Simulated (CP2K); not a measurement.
The N K edge of 1,2-azaborine was computed by TDDFT (CP2K XAS_TDP, aug-cc-pVDZ, TDA) at these levels: BHandHLYP, PBEh(45%) and PBEh(45%) + GW2X. The first three lines of N4 (bonded to B, C and H) with a strength over 0.0015, energy in eV and strength:

| run | first | second | third |
| --- | --- | --- | --- |
| 1 | 396.73 (0.033) | 398.61 (0.015) | 400.36 (0.002) |
| 2 | 399.05 (0.035) | 400.70 (0.017) | 402.68 (0.002) |
| 3 | 401.53 (0.032) | 403.42 (0.015) | 405.17 (0.002) |

Q: Which run is which?

Run 1: PBEh(45%) (45 % exact exchange). Run 2: BHandHLYP (50 % exact exchange). Run 3: PBEh(45%) + GW2X (45 % exact exchange). Self-interaction lifts the core level, so the uncorrected lines rise with the share of exact exchange. The GW2X run keeps the spacings of its parent: 1.89 eV between the first two lines in run 3, 1.88 eV in run 1. Its shift is +4.80 eV, since the Kohn–Sham level at this share of exchange lies that far above the quasiparticle level.

[Hosts, paths, dates, database ids (printed as entryN), source tags and the programs' standing remarks are cut or masked in the printed files.]
